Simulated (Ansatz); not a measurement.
# Bands, cutoff and cost in G0W0 for ZnWO4 (P2/c), part 2 of 2

Wanted: a G0W0 gap for ZnWO4 (P2/c) that is converged in bands and cutoff, or an estimate of the limit.

Ansatz 0.2.0; G0W0 on LDA, plane waves, PAW. Known limits of the many-body steps: not at the basis limit; d shell near the gap, gap tends to lie low; no spin-orbit coupling.

So far. Step 2 (348 empty bands, screening to 110 eV): The gap on the mesh goes from 2.86 eV to 4.41 eV, a correction of +1.55 eV, though a band edge has moved to another state. Step 3 (790 empty bands, screening to 190 eV): Against the run with 4×4×4 mesh, 348 empty bands, screening to 110 eV, hard PAW files, the gap moves by +0.005 eV.

## Step 4: 1338 empty bands, screening to 270 eV

input.yaml

```yaml
crystal:
  lattice:
    - [4.6986, 0.0, 0.0]
    - [0.0, 5.7293, 0.0]
    - [-0.052988409, 0.0, 4.9364156144]
  atoms:
    - { symbol: Zn, position: [0.5, 0.684, 0.25] }
    - { symbol: Zn, position: [0.5, 0.316, 0.75] }
    - { symbol: W, position: [0.0, 0.18258, 0.25] }
    - { symbol: W, position: [0.0, 0.81742, 0.75] }
    - { symbol: O, position: [0.2169, 0.1051, 0.9363] }
    - { symbol: O, position: [0.7831, 0.1051, 0.5637] }
    - { symbol: O, position: [0.7831, 0.8949, 0.0637] }
    - { symbol: O, position: [0.2169, 0.8949, 0.4363] }
    - { symbol: O, position: [0.2565, 0.3777, 0.3996] }
    - { symbol: O, position: [0.7435, 0.3777, 0.1004] }
    - { symbol: O, position: [0.7435, 0.6223, 0.6004] }
    - { symbol: O, position: [0.2565, 0.6223, 0.8996] }
kpoints:
  mp_grid: { grid: [4, 4, 4] }
hamiltonian:
  xc: lda
  pseudopotentials: { kind: paw, source: ansatz }
scf:
  occupations: { method: fixed }
gw:
  n_empty_bands: 1338
  ecut_chi: 270.0
  qp_bands: [v4, c4]
  qp_kpoints: band_edges
  screening: { model: contour_deformation }
```

The run is started by

```bash
$ ansatz run input.yaml --threads 4 --pin off --max-ram 138240MiB --backend cuda --events-out ev --progress --plain --runs-dir out --devices 1 --max-vram 26GiB
```

Numbers of over 12 decimals in the logs are rounded to 6 here.

Output:

```text
GPUs: using 1 of 1 available (devices: 1).
[...]
GPU FFT provider: cuFFT
GPU libraries: cuBLAS 13.8.2, cuFFT 12.4.0, cuSOLVER 12.3.4
Crystal: 12 atoms, lattice volume = 132.887 Å³
Basis set: ecut = 930 eV, 8549 PW (Γ)
Bands: 87, of which v1, the nominal top of the filled ones, is band 72 counted from 1 (71 counted from 0)
Symmetry: 4 space group operations
[...]
k-points: 30 of 64
[...]
0    76     13.8849   -16.5453    -4.8577   -22.2713  0.7586    14.7651    14.7532  root
[...]
29    73     13.6995   -15.7639    -5.0113   -21.6247  0.7683    14.5599    14.5490  root
    29    74     13.6995   -15.7639    -5.0113   -21.6247  0.7683    14.5599    14.5490  root
    29    75     13.9482   -16.6922    -4.6884   -22.1912  0.7637    14.7689    14.7588  root
    29    76     13.9482   -16.6922    -4.6884   -22.1912  0.7637    14.7689    14.7588  root
[key lines of the parts left out:]
SCF converged after 11 iterations
Free energy (F): -54516.372740 eV
Fermi energy:    10.060719 eV
```

It took 7.1 min on 1 × NVIDIA H100 80GB HBM3 (shared by 3 runs) with 4 threads of AMD EPYC 7R13 (Zen 3), shared host; peak memory 15 GiB; 15 min of CPU time.

Numbers from this step:

```yaml
bands_summed: 1410
rpa_eps_infinity_on_this_mesh_eigenvalues: 4.971, 5.140, 5.692
plane_waves_in_the_screening_matrix: 1335
g0w0_gap_on_the_mesh: 4.445 eV
k_of_the_valence_top: 0.25, 0, -0.25
k_of_the_conduction_bottom: 0, -0.5, 0
starting_gap_on_the_mesh: 2.860 eV
least_direct_g0w0_gap_on_the_computed_points: 4.474 eV
```

Against the run with 4×4×4 mesh, 790 empty bands, screening to 190 eV, hard PAW files, the gap moves by +0.03 eV.

## Step 5: Changing the k mesh: 6×4×4 mesh, 348 empty bands, screening to 110 eV, hard PAW files

Only the mesh changes. It samples the long-range screening, which converges on its own terms. Bands and cutoff differ from the step before, so it is read against an earlier run that matches them.

Edit input.yaml of step 4 so:

```diff
@@ -19,3 +19,3 @@
 kpoints:
-  mp_grid: { grid: [4, 4, 4] }
+  mp_grid: { grid: [6, 4, 4] }
 hamiltonian:
@@ -26,4 +26,4 @@
 gw:
-  n_empty_bands: 1338
-  ecut_chi: 270.0
+  n_empty_bands: 348
+  ecut_chi: 110.0
   qp_bands: [v4, c4]
```

Output:

```text
GPUs: using 1 of 1 available (devices: 1).
[...]
GPU FFT provider: cuFFT
GPU libraries: cuBLAS 13.8.2, cuFFT 12.4.0, cuSOLVER 12.3.4
Crystal: 12 atoms, lattice volume = 132.887 Å³
Basis set: ecut = 930 eV, 8549 PW (Γ)
Bands: 87, of which v1, the nominal top of the filled ones, is band 72 counted from 1 (71 counted from 0)
Symmetry: 4 space group operations
[...]
k-points: 42 of 96
[...]
0    76     13.8849   -16.5469    -4.4095   -22.2713  0.7639    15.2296    15.1998  root
[...]
41    73     13.6995   -15.7664    -4.5931   -21.6247  0.7731    14.9907    14.9647  root
    41    74     13.6995   -15.7664    -4.5931   -21.6247  0.7731    14.9907    14.9647  root
    41    75     13.9482   -16.6986    -4.2546   -22.1912  0.7689    15.2116    15.1862  root
    41    76     13.9482   -16.6986    -4.2546   -22.1912  0.7689    15.2116    15.1862  root
[key lines of the parts left out:]
SCF converged after 11 iterations
Free energy (F): -54516.372800 eV
Fermi energy:    10.060691 eV
```

Wall time 6.6 min (1 × NVIDIA H100 80GB HBM3 (shared by 3 runs) with 4 threads); peak memory 4.7 GiB.

This step gave:

```yaml
bands_summed: 420
rpa_eps_infinity_on_this_mesh_eigenvalues: 4.998, 5.168, 5.729
plane_waves_in_the_screening_matrix: 357
g0w0_gap_on_the_mesh: 4.401 eV
k_of_the_valence_top: 0.3333, 0, -0.25
k_of_the_conduction_bottom: 0, -0.5, 0
starting_gap_on_the_mesh: 2.860 eV
least_direct_g0w0_gap_on_the_computed_points: 4.447 eV
```

Against the run with 4×4×4 mesh, 348 empty bands, screening to 110 eV, hard PAW files, the gap moves by −0.006 eV. A band edge is found at another k point on this mesh.

## Step 6: The runs together

Times are wall times on 1 × NVIDIA H100 80GB HBM3 (shared by 3 runs) with 4 threads of AMD EPYC 7R13 (Zen 3), shared host, good to a factor of about two.

| mesh | files | frequency | bands summed | cutoff (eV) | start (eV) | G0W0 (eV) | time | host memory (GiB) |
| --- | --- | --- | --- | --- | --- | --- | --- | --- |
| 4×4×4 | hard PAW | contour deformation | 420 | 110 | 2.860 | 4.407 | 98 s | 3.7 |
| 4×4×4 | hard PAW | contour deformation | 862 | 190 | 2.860 | 4.412 | 4.5 min | 7.8 |
| 4×4×4 | hard PAW | contour deformation | 1410 | 270 | 2.860 | 4.445 | 7.1 min | 15 |
| 6×4×4 | hard PAW | contour deformation | 420 | 110 | 2.860 | 4.401 | 6.6 min | 4.7 |

How the two edges are built up, in eV (the quasiparticle level is the starting level plus Σx plus Σc less Vxc):

| run | edge | start | Σx | Σc | Vxc | Z | QP |
| --- | --- | --- | --- | --- | --- | --- | --- |
| 420 bands | valence top | 10.04 | -27.94 | 4.75 | -22.88 | 0.74 | 9.73 |
| 420 bands | conduction bottom | 12.92 | -15.66 | -4.38 | -21.25 | 0.78 | 14.14 |
| 862 bands | valence top | 10.04 | -27.94 | 4.48 | -22.88 | 0.73 | 9.45 |
| 862 bands | conduction bottom | 12.92 | -15.66 | -4.65 | -21.25 | 0.78 | 13.87 |
| 1410 bands | valence top | 10.04 | -27.94 | 4.31 | -22.88 | 0.73 | 9.29 |
| 1410 bands | conduction bottom | 12.92 | -15.66 | -4.78 | -21.25 | 0.78 | 13.73 |

 Where G0W0 reorders the edges (420 bands, 862 bands and 1410 bands), the two states listed lie further apart at the start than the starting gap.

## Step 7: Summary of results

```json
{
  "420 bands, 110 eV": "4.407 eV",
  "862 bands, 190 eV": "4.412 eV",
  "1410 bands, 270 eV": "4.445 eV",
  "estimated limit in bands and cutoff": "4.50 eV",
  "mesh and start": "4×4×4, LDA"
}
```

In words: A line in one over the bands through the two highest rungs gives 4.50 eV, +0.05 eV from the top rung; the pair below gives 4.42 eV, so the estimate is still climbing. The rungs stand 0.09 eV (420 bands), 0.09 eV (862 bands) and 0.05 eV (1410 bands) from it. From 420 to 1410 bands the gap moves by +0.04 eV while the time grows 4.3-fold. Σc changes by −0.44 eV at the valence top and −0.40 eV at the conduction bottom, so the levels themselves move more than the gap between them. On the 6×4×4 mesh in place of 4×4×4 the gap differs by −0.01 eV, of which +0.00 eV is already in the start. Gaps are over the mesh's points; an edge off the mesh would be missed. A d shell, filled or nearly so, lies near the gap. One-shot GW converges very slowly in bands there, not always from below, and on a semilocal start the gap tends to come out low; starts rich in exact exchange can overshoot instead. The many-body steps are scalar-relativistic: spin-orbit coupling is not in them.

[Paths, hosts, dates, memory and timing lines, banners, echoed tables and standing remarks are left out of the program output.]

[Logs are printed without paths, hosts, clocks, repeated set-up lines and the standing remarks that a program may print on its own settings, such as how far it seeks lower states.]

[Runs of the session that timed out or met a known fault of the program may be left out.]

[Cells called generated may have been cut or substituted from an entry of the Crystallography Open Database or the Materials Project.]

[Hosts, paths, dates, database ids (printed as entryN), source tags and the programs' standing remarks are cut or masked in the printed files.]
